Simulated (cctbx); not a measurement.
## Symmetry from intensities

Cell: a = 7.6740 Å, b = 7.6740 Å, c = 5.4010 Å, α = 90.00°, β = 90.00°, γ = 120.00°. Expected content of the cell: W10 Ti6.

Simulated single-crystal data (cctbx): Mo Kα, λ = 0.71073 Å, to d = 0.75 Å, 80 % of the full sphere, strongest reflection 40000 counts, noise from counting, a 6 % proportional error and a noise floor of 15 counts (s.d.); no absorption, some extinction.

A first pass over the reflections prints:

```text
2181 reflections to d = 0.752 A
centring   violations  <I/sigma> of those
    A        659 of  1101      8.3
    B        661 of  1106      8.4
    C        728 of  1081      9.9
    I        654 of  1086      8.3
    R        921 of  1421      9.4
    F       1024 of  1644      8.8
Laue class    unique    Rint  (classes that these axes allow; Friedel mates merged)
P -1             1321   0.038
P 1 1 2/m         758   0.044
P -3              462   0.047
P -3 1 m          264   0.050
P -3 m 1          284   0.050
P 6/m             258   0.050
P 6/m m m         172   0.051
space group    extra absences  I>4sigma  <I/sigma>
P 6 2 2                 0          0         -  acentric
P 63 2 2                7          0      -0.5  acentric
P 6 m m                 0          0         -  acentric
P 63 c m              238          0      -0.0  acentric
P -6 m 2                0          0         -  acentric
P -6 c 2              238          0      -0.0  acentric
P -6 2 m                0          0         -  acentric
P 6/m m m               0          0         -  centric
P 63/m c m            238          0      -0.0  centric
Wilson B = 0.80 A^2   <|E^2-1|> = 0.805 (0.968 centric, 0.736 acentric)   E^2>4: 0.7 %
shell (A)         n   <I/sigma>
 6.65 - 1.50     30     25.5
 1.50 - 1.19     23     33.1
 1.19 - 1.04     21     30.9
 1.04 - 0.95     18     39.7
 0.95 - 0.88     22     34.4
 0.88 - 0.83     20     17.9
 0.83 - 0.79     15     43.2
 0.79 - 0.75     23     23.8
```

Q: Read the symmetry from these tables.

Every centring test has many violations, so the lattice is primitive.

Rint stays low (0.038 to 0.051) up to P 6/m m m, the highest class in these axes.

9 settings pass the absence test. The most absences obeyed, 238, belong to P 63 c m, P -6 c 2 and P 63/m c m, which absences can't tell apart.

⟨|E²−1|⟩ = 0.805 lies between the two ideal values. The Wilson B of 0.80 Å² means U ≈ 0.0101 Å².

The true group is P6_3/mcm (no. 193), Laue class 6/mmm, centrosymmetric. The tables only narrow the choice to the tied entries; cell content, site symmetry and trial solutions must settle it.

This is a model crystal, built by substitution and not relaxed, with assumed displacement parameters.

[Logs are printed without paths, hosts, clocks, repeated set-up lines and the standing remarks that a program may print on its own settings, such as how far it seeks lower states.]
